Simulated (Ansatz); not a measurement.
**Quasiparticle gap of GeH5CBr3N2 (CH(NH2)2GeBr3)**

Wanted: the gap of GeH5CBr3N2 (CH(NH2)2GeBr3) with a many-body correction, and the time that it takes.

Main program and level: Ansatz 0.2.0; PBE, then G0W0 on it, plane waves, PAW.

The structure was built from a prototype and need not be the compound's stable phase.

## 1. Starting point

The cell holds 12 atoms: 1 C, 5 H, 2 N, 1 Ge and 3 Br. Its edges and angles: a = 5.963 Å, b = 5.862 Å, c = 5.961 Å, α = 89.1°, β = 80.5°, γ = 91.0°.

The structure was relaxed with PBE-D3(BJ). The runs that relaxed it are not among those shown. The default PAW set here is soft_2. Its files were made with PBE.

## 2. The PBE band structure

Levels along a band path and on the mesh show where this functional puts the band edges.

This step: DFT, PBE, plane waves, PAW.

input.yaml

```yaml
crystal:
  lattice:
    - [5.9417565989, -0.0551884511, 0.4964359377]
    - [-0.0551884511, 5.8619710545, 0.0465831515]
    - [0.4964359377, 0.0465831515, 5.9399761237]
  atoms:
    - { symbol: C, position: [-0.0277864689, 0.9342290028, 0.028094965] }
    - { symbol: H, position: [-0.0930231544, 0.7675167529, 0.094931968] }
    - { symbol: "N", position: [0.8799000862, 0.0262781902, 0.8644693122] }
    - { symbol: "N", position: [0.1371778016, 0.0285304112, 0.1172269404] }
    - { symbol: H, position: [0.7538193666, 0.9416171918, -0.1987364375] }
    - { symbol: H, position: [0.202875516, 0.9459863878, 0.2427322448] }
    - { symbol: H, position: [0.9344465668, 0.1797635521, 0.7876829357] }
    - { symbol: H, position: [0.2123803387, 0.1824108012, 1.061338748] }
    - { symbol: Ge, position: [0.4743475668, 0.527988309, 0.5245814029] }
    - { symbol: Br, position: [0.4689318564, 0.5108296657, -0.048604875] }
    - { symbol: Br, position: [0.5079560114, -0.0380692697, 0.4913735585] }
    - { symbol: Br, position: [0.0478425875, 0.5081694063, 0.5319723493] }
kpoints:
  mp_grid: { grid: [4, 4, 4] }
  band_path:
    path:
      - [[0.0, 0.0, 0.0], [0.5, 0.0, 0.0], [0.5, 0.5, 0.0], [0.0, 0.0, 0.0], [0.5, 0.5, 0.5], [0.5, 0.0, 0.0]]
      - [[0.5, 0.5, 0.0], [0.5, 0.5, 0.5]]
    npoints: 10
hamiltonian:
  xc: pbe
scf:
  occupations: { method: fermi_dirac, width: 0.02 }
  n_extra_bands: 8
output:
  eigenvalues: true
  write_density: true
  write_potential: true
  elf: true
  volumetric_format: npy
```

Run with:

```console
$ ansatz run input.yaml --threads 3 --pin off --max-ram 92160MiB --backend cuda --events-out ev --progress --plain --runs-dir out --devices 1 --max-vram 13GiB  # rebuilt from the run's record
```

Numbers of over 12 decimals in the logs are rounded to 6 here.

The log of the run:

```text
scf.n_extra_bands = 8 over 27 filled bands (N_el = 54.0): the run solves 35 bands
GPUs: using 1 of 1 available (devices: 1).
Engine: ansatz 0.2.0, x86_64-unknown-linux-gnu
Pseudopotentials: kind: paw
Pseudopotential: C, paw, valence charge 4, recommended cutoff 420 eV (normal), C.paw.azcp
Pseudopotential: H, paw, valence charge 1, recommended cutoff 420 eV (normal), H.paw.azcp
Pseudopotential: N, paw, valence charge 5, recommended cutoff 420 eV (normal), N.paw.azcp
Pseudopotential: Ge, paw, valence charge 14, recommended cutoff 420 eV (normal), Ge.paw.azcp
Pseudopotential: Br, paw, valence charge 7, recommended cutoff 420 eV (normal), Br.paw.azcp
Functional definition: PBE
  parameter kappa = 0.804
  parameter beta = 0.066725
  exchange = pbe_x(kappa = kappa, mu = beta*pi^2/3)
  correlation = pbe_c(beta = beta)
device memory: the entry about to start is reckoned to put 3.4 GiB on a device that reports 65.7 GiB free (of which the cap on the GPU budget leaves the run 13.0 GiB)
GPU FFT provider: cuFFT
GPU libraries: cuBLAS 13.8.2, cuFFT 12.4.0, cuSOLVER 12.3.4
Crystal: 12 atoms, lattice volume = 205.414 Å³
Basis set: ecut = 420 eV, 3999 PW (Γ)
Bands: 35, of which v1, the nominal top of the filled ones, is band 27 counted from 1 (26 counted from 0)
Symmetry: 1 space group operations
Space group: P1 (ITA 1), of the structure as read, at distance tolerance 5.9e-5 Å
k-points: 36 of 64 (time reversal used)
Non-local potential: C, projectors of the file, l = 0: 2, l = 1: 2, l = 2: 1
Non-local potential: H, projectors of the file, l = 0: 2, l = 1: 1
Non-local potential: N, projectors of the file, l = 0: 2, l = 1: 2, l = 2: 1
Non-local potential: Ge, projectors of the file, l = 0: 2, l = 1: 2, l = 2: 3, l = 3: 1
Non-local potential: Br, projectors of the file, l = 0: 2, l = 1: 2, l = 2: 2
PAW form: soft (Blöchl's): semilocal exchange-correlation on the pseudo side does not see the compensation charge
PAW one-centre angular grid: C, 110 points (default); XC on 64 Gauss nodes
PAW one-centre angular grid: H, 110 points (default); XC on 64 Gauss nodes
PAW one-centre angular grid: N, 110 points (default); XC on 64 Gauss nodes
PAW one-centre angular grid: Ge, 590 points (default); XC on 64 Gauss nodes
PAW one-centre angular grid: Br, 110 points (default); XC on 64 Gauss nodes
Initial density: superposition of atomic densities (neutral atoms: chi_scale 0, normalization atom), corrected by the library's trained network
Initial wavefunctions: pseudopotential atomic-orbital guess
GPU buffer pool allocated for 64000 grid points (all kernels)
GPU transforms: local potential and band sums: pruned to the plane-wave sphere, on 40×40×40
Functional: x = pbe(κ = 0.804, μ = 0.219515), c = pbe(β = 0.066725)
SCF iter   1: F=—  HF=-13747.900772 eV  |F-HF|=—  |Δ(HF+E_count)|=         —  Δρ=3.15e-3  dr2=3.24e-2  ethr=1.77e-3  ⟨swp⟩=8.0  Hψ=6409  notcnv=0  defer=5
preconditioner: auto → Resta (q_TF=auto, 2.184 Å⁻¹)  ε∞=3.1  [insulator: Δε(μ)=2.172 eV  Ē_g=11.588 eV  σ=0.020 eV  W_gap=1.00  n_scr=32 (ndim 8)  ℏωp=16.8 eV  f_vac=0.082  D(μ)=0.00/eV (n_scr^D=0)  ε∞_Penn≈3.1]
SCF iter   2: F=—  HF=-13747.893609 eV  |F-HF|=—  |Δ(HF+E_count)|=   7.16e-3  Δρ=1.45e-3  dr2=7.79e-3  ethr=6.00e-5  ⟨swp⟩=2.2  Hψ=2224  notcnv=0  defer=113
SCF iter   3: F=—  HF=-13747.891190 eV  |F-HF|=—  |Δ(HF+E_count)|=   2.42e-3  Δρ=4.26e-4  dr2=8.81e-4  ethr=1.44e-5  ⟨swp⟩=2.1  Hψ=1938  notcnv=0  defer=113
SCF iter   4: F=—  HF=-13747.891037 eV  |F-HF|=—  |Δ(HF+E_count)|=   1.53e-4  Δρ=2.23e-4  dr2=1.04e-4  ethr=1.63e-6  ⟨swp⟩=2.0  Hψ=1993  notcnv=0  defer=113
SCF iter   5: F=—  HF=-13747.891102 eV  |F-HF|=—  |Δ(HF+E_count)|=   6.50e-5  Δρ=9.90e-5  dr2=2.15e-5  ethr=1.93e-7  ⟨swp⟩=2.0  Hψ=1810  notcnv=0  defer=113
SCF iter   6: F=—  HF=-13747.890969 eV  |F-HF|=—  |Δ(HF+E_count)|=   1.34e-4  Δρ=1.83e-5  dr2=7.22e-7  ethr=3.99e-8  ⟨swp⟩=2.0  Hψ=1808  notcnv=0  defer=113
SCF iter   7: F=-13747.890970 eV  HF=-13747.890970 eV  |F-HF|=8.29e-8  |Δ(HF+E_count)|=   1.16e-6  Δρ=4.57e-6  dr2=5.39e-8  ethr=1.85e-10  ⟨swp⟩=10.8  Hψ=5141  notcnv=0
SCF 1 converged in 7 iterations: F = -13747.890970 eV  dr2 = 5.39e-8
  greatest PAW one-centre occupation: 0.998 electrons in one spin orbital (limit 2), on the Ge atom at site 8 (counted from 0), in its partial waves of l = 2
device memory: the entry about to start is reckoned to put 2.3 GiB on a device that reports 73.2 GiB free (of which the cap on the GPU budget leaves the run 13.0 GiB)
NSCF: frozen V_eff on 62 k-points
SCF converged after 7 iterations
Free energy (F): -13747.890970 eV
Harris-Foulkes:  -13747.890970 eV  (|F-HF|=8.29e-8)
Internal energy: -13747.890970 eV  (E = F + TS)
E sigma→0 (E₀):  -13747.890970 eV
Fermi energy:    3.077381 eV
--- Per-component energies (eV) ---
  E_band       = -451.185886
  E_kinetic    = 930.744059
  E_local      = -4883.709331  (includes V_loc(G=0)·N_el)
  E_nonlocal   = 752.337688
  E_hartree    = 1887.886448
  E_xc         = -1077.499076
  E_vxc        = -638.712097  (∫ρ·V_xc dr)
  E_paw        = -9112.669294  (= ΣΔE_a)
  E_vpaw       = -387.614482  (= ΣTr[D̂ρ^β])
  E_aug_tail   = -0.005910  (compensation charges beyond the density's cutoff)
  E_ewald      = -2244.975553
  E_smearing   = -0.000000  (= −TS)
  E_closure    = 0.000000  (closes the sum)
  Σ components = -13747.890970   (vs F -13747.890970, Δ=0.00e0)
--- Band table (eV; the first three rows and the last of 36) ---
  k-point 0: bands = [... 23 lower, 0.3068, 0.4478, 0.4646, 0.9033, 5.3438, 6.3253, 7.0126, 7.3151, ... 4 higher]
  k-point 1: bands = [... 23 lower, 0.2918, 0.3845, 0.5093, 0.8999, 5.3702, 5.8900, 6.7403, 7.1146, ... 4 higher]
  k-point 2: bands = [... 23 lower, 0.3280, 0.4061, 0.5520, 0.9431, 4.7760, 5.3871, 6.9993, 7.0970, ... 4 higher]
  k-point 35: bands = [... 23 lower, 0.6637, 0.7778, 0.7804, 1.9996, 4.1552, 4.2611, 4.4172, 5.3613, ... 4 higher]
```

Elapsed: 11 s, on 1 × NVIDIA H100 80GB HBM3 (shared by 6 runs) with 3 threads of AMD EPYC 7R13 (Zen 3), shared host; peak memory 1 GiB; 6.3 s of CPU time.

In the SCF lines HF is the Harris–Foulkes energy and dr2 the Hartree energy of the density residual, in eV; the loop may stop once dr2 is under the threshold and the program's other checks hold. Hψ counts applications of the Hamiltonian.

Numbers from this step:

```yaml
filled_bands: 27
gap: 2.156 eV
valence_top_at: R
conduction_bottom_at: R
least_direct_gap: 2.156 eV
```

Over mesh and path the gap is 2.156 eV, direct, at k = (0.500, 0.500, 0.500).

Electronic bands along the path, in eV, zero at the top of the highest nominally filled band:

| point | band 24 | band 25 | band 26 | band 27 | band 28 | band 29 | band 30 | band 31 |
| --- | --- | --- | --- | --- | --- | --- | --- | --- |
| Γ | -1.69 | -1.55 | -1.53 | -1.10 | 3.34 | 4.33 | 5.01 | 5.32 |
| halfway | -1.71 | -1.62 | -1.50 | -1.10 | 3.37 | 3.89 | 4.75 | 5.13 |
| X | -1.67 | -1.59 | -1.45 | -1.06 | 2.79 | 3.38 | 5.02 | 5.10 |
| halfway | -1.68 | -1.49 | -1.43 | -0.84 | 2.64 | 3.42 | 3.84 | 4.92 |
| M | -1.71 | -1.51 | -1.25 | -0.40 | 2.44 | 2.57 | 3.46 | 4.84 |
| halfway | -1.77 | -1.51 | -1.49 | -0.94 | 3.39 | 3.73 | 4.01 | 5.01 |
| Γ | -1.69 | -1.55 | -1.53 | -1.10 | 3.34 | 4.33 | 5.01 | 5.32 |
| halfway | -1.60 | -1.52 | -1.38 | -0.75 | 3.34 | 3.45 | 3.82 | 3.98 |
| R | -1.34 | -1.22 | -1.22 | 0.00 | 2.16 | 2.26 | 2.42 | 3.36 |
| halfway | -1.50 | -1.42 | -1.29 | -0.70 | 2.52 | 3.38 | 3.65 | 3.73 |
| X | -1.67 | -1.59 | -1.45 | -1.06 | 2.79 | 3.38 | 5.02 | 5.10 |
| jump to M | -1.71 | -1.51 | -1.25 | -0.40 | 2.44 | 2.57 | 3.46 | 4.84 |
| halfway | -1.48 | -1.36 | -1.25 | -0.26 | 2.33 | 2.43 | 3.37 | 3.61 |
| R | -1.34 | -1.22 | -1.22 | 0.00 | 2.16 | 2.26 | 2.42 | 3.36 |

Electrostatic potential energy in the ac plane at fractional y = 0.934, with atoms of C and H and Br within 0.2 Å of it. With pseudopotentials it is smooth inside the atoms' cores, unlike the true potential.

Ten even steps from '0' (-66 eV) to '9' (7 eV), each cell a mean:
```
37999999999999763
88999999999987657
99999999999844667
99999999999964889
99999999999998999
99999997679999999
99999973126999999
99999960002799999
99999972002799999
99999996325899999
99988999888999999
99736999999999999
98746999999999999
76568999999999976
25679999999999841
05899999999999830
```
Columns run along a (6.0 Å; values clipped at the 3rd and 97th percentile), rows up along c (6.0 Å). Atoms in or near the plane, at fractional coordinates: C at (0.97, 0.03), H at (0.75, 0.80), H at (0.20, 0.24), Br at (0.51, 0.49).

Valence density in the ac plane at fractional y = 0.934, with atoms of C and H and Br within 0.2 Å of it. It is the smooth field of the valence electrons, not physical close to the nuclei.

Ten even steps from '_' (0.0 e/Å³) to '@' (1.9 e/Å³), each cell a mean:
```
**--::..________________..::++%%@@
==..____________________::++%%@@##
::____________________..++@@@@%%++
..______________________--++==--::
______________......______......__
____________::--==--::..__________
__________..--++++++==::__________
__________..==++::--++--..________
__________..--++----++==..________
____________::==++**++--..________
____....______..----::..__________
__..--**--________..______________
::--**%%==..__________________....
++##%%##--..________________..--==
@@@@%%**::__________________::++%%
@@##++--..________________..--##@@
```
Columns run along a (6.0 Å), rows up along c (6.0 Å). Atoms in or near the plane, at fractional coordinates: C at (0.97, 0.03), H at (0.75, 0.80), H at (0.20, 0.24), Br at (0.51, 0.49).

[end of part 1 of 2]

[Paths, hosts, dates, memory and timing lines, banners, echoed tables and standing remarks are left out of the program output.]

[Logs are printed without paths, hosts, clocks, repeated set-up lines and the standing remarks that a program may print on its own settings, such as how far it seeks lower states.]

[Runs of the session that timed out or met a known fault of the program may be left out.]

[Cells called generated may have been cut or substituted from an entry of the Crystallography Open Database or the Materials Project.]

[Hosts, paths, dates, database ids (printed as entryN), source tags and the programs' standing remarks are cut or masked in the printed files.]

[Where an RPA ε∞ is given, it is that of the G0W0 mesh and is not shown converged in it. Names of k-points follow the symmetry that the program found, which can be lower than the space group named. Band edges on a path are those of the sampled points; other points can move an edge, and change direct to indirect where valleys lie close.]

[Hybrid gaps are those of their k-mesh and are not shown converged in it.]
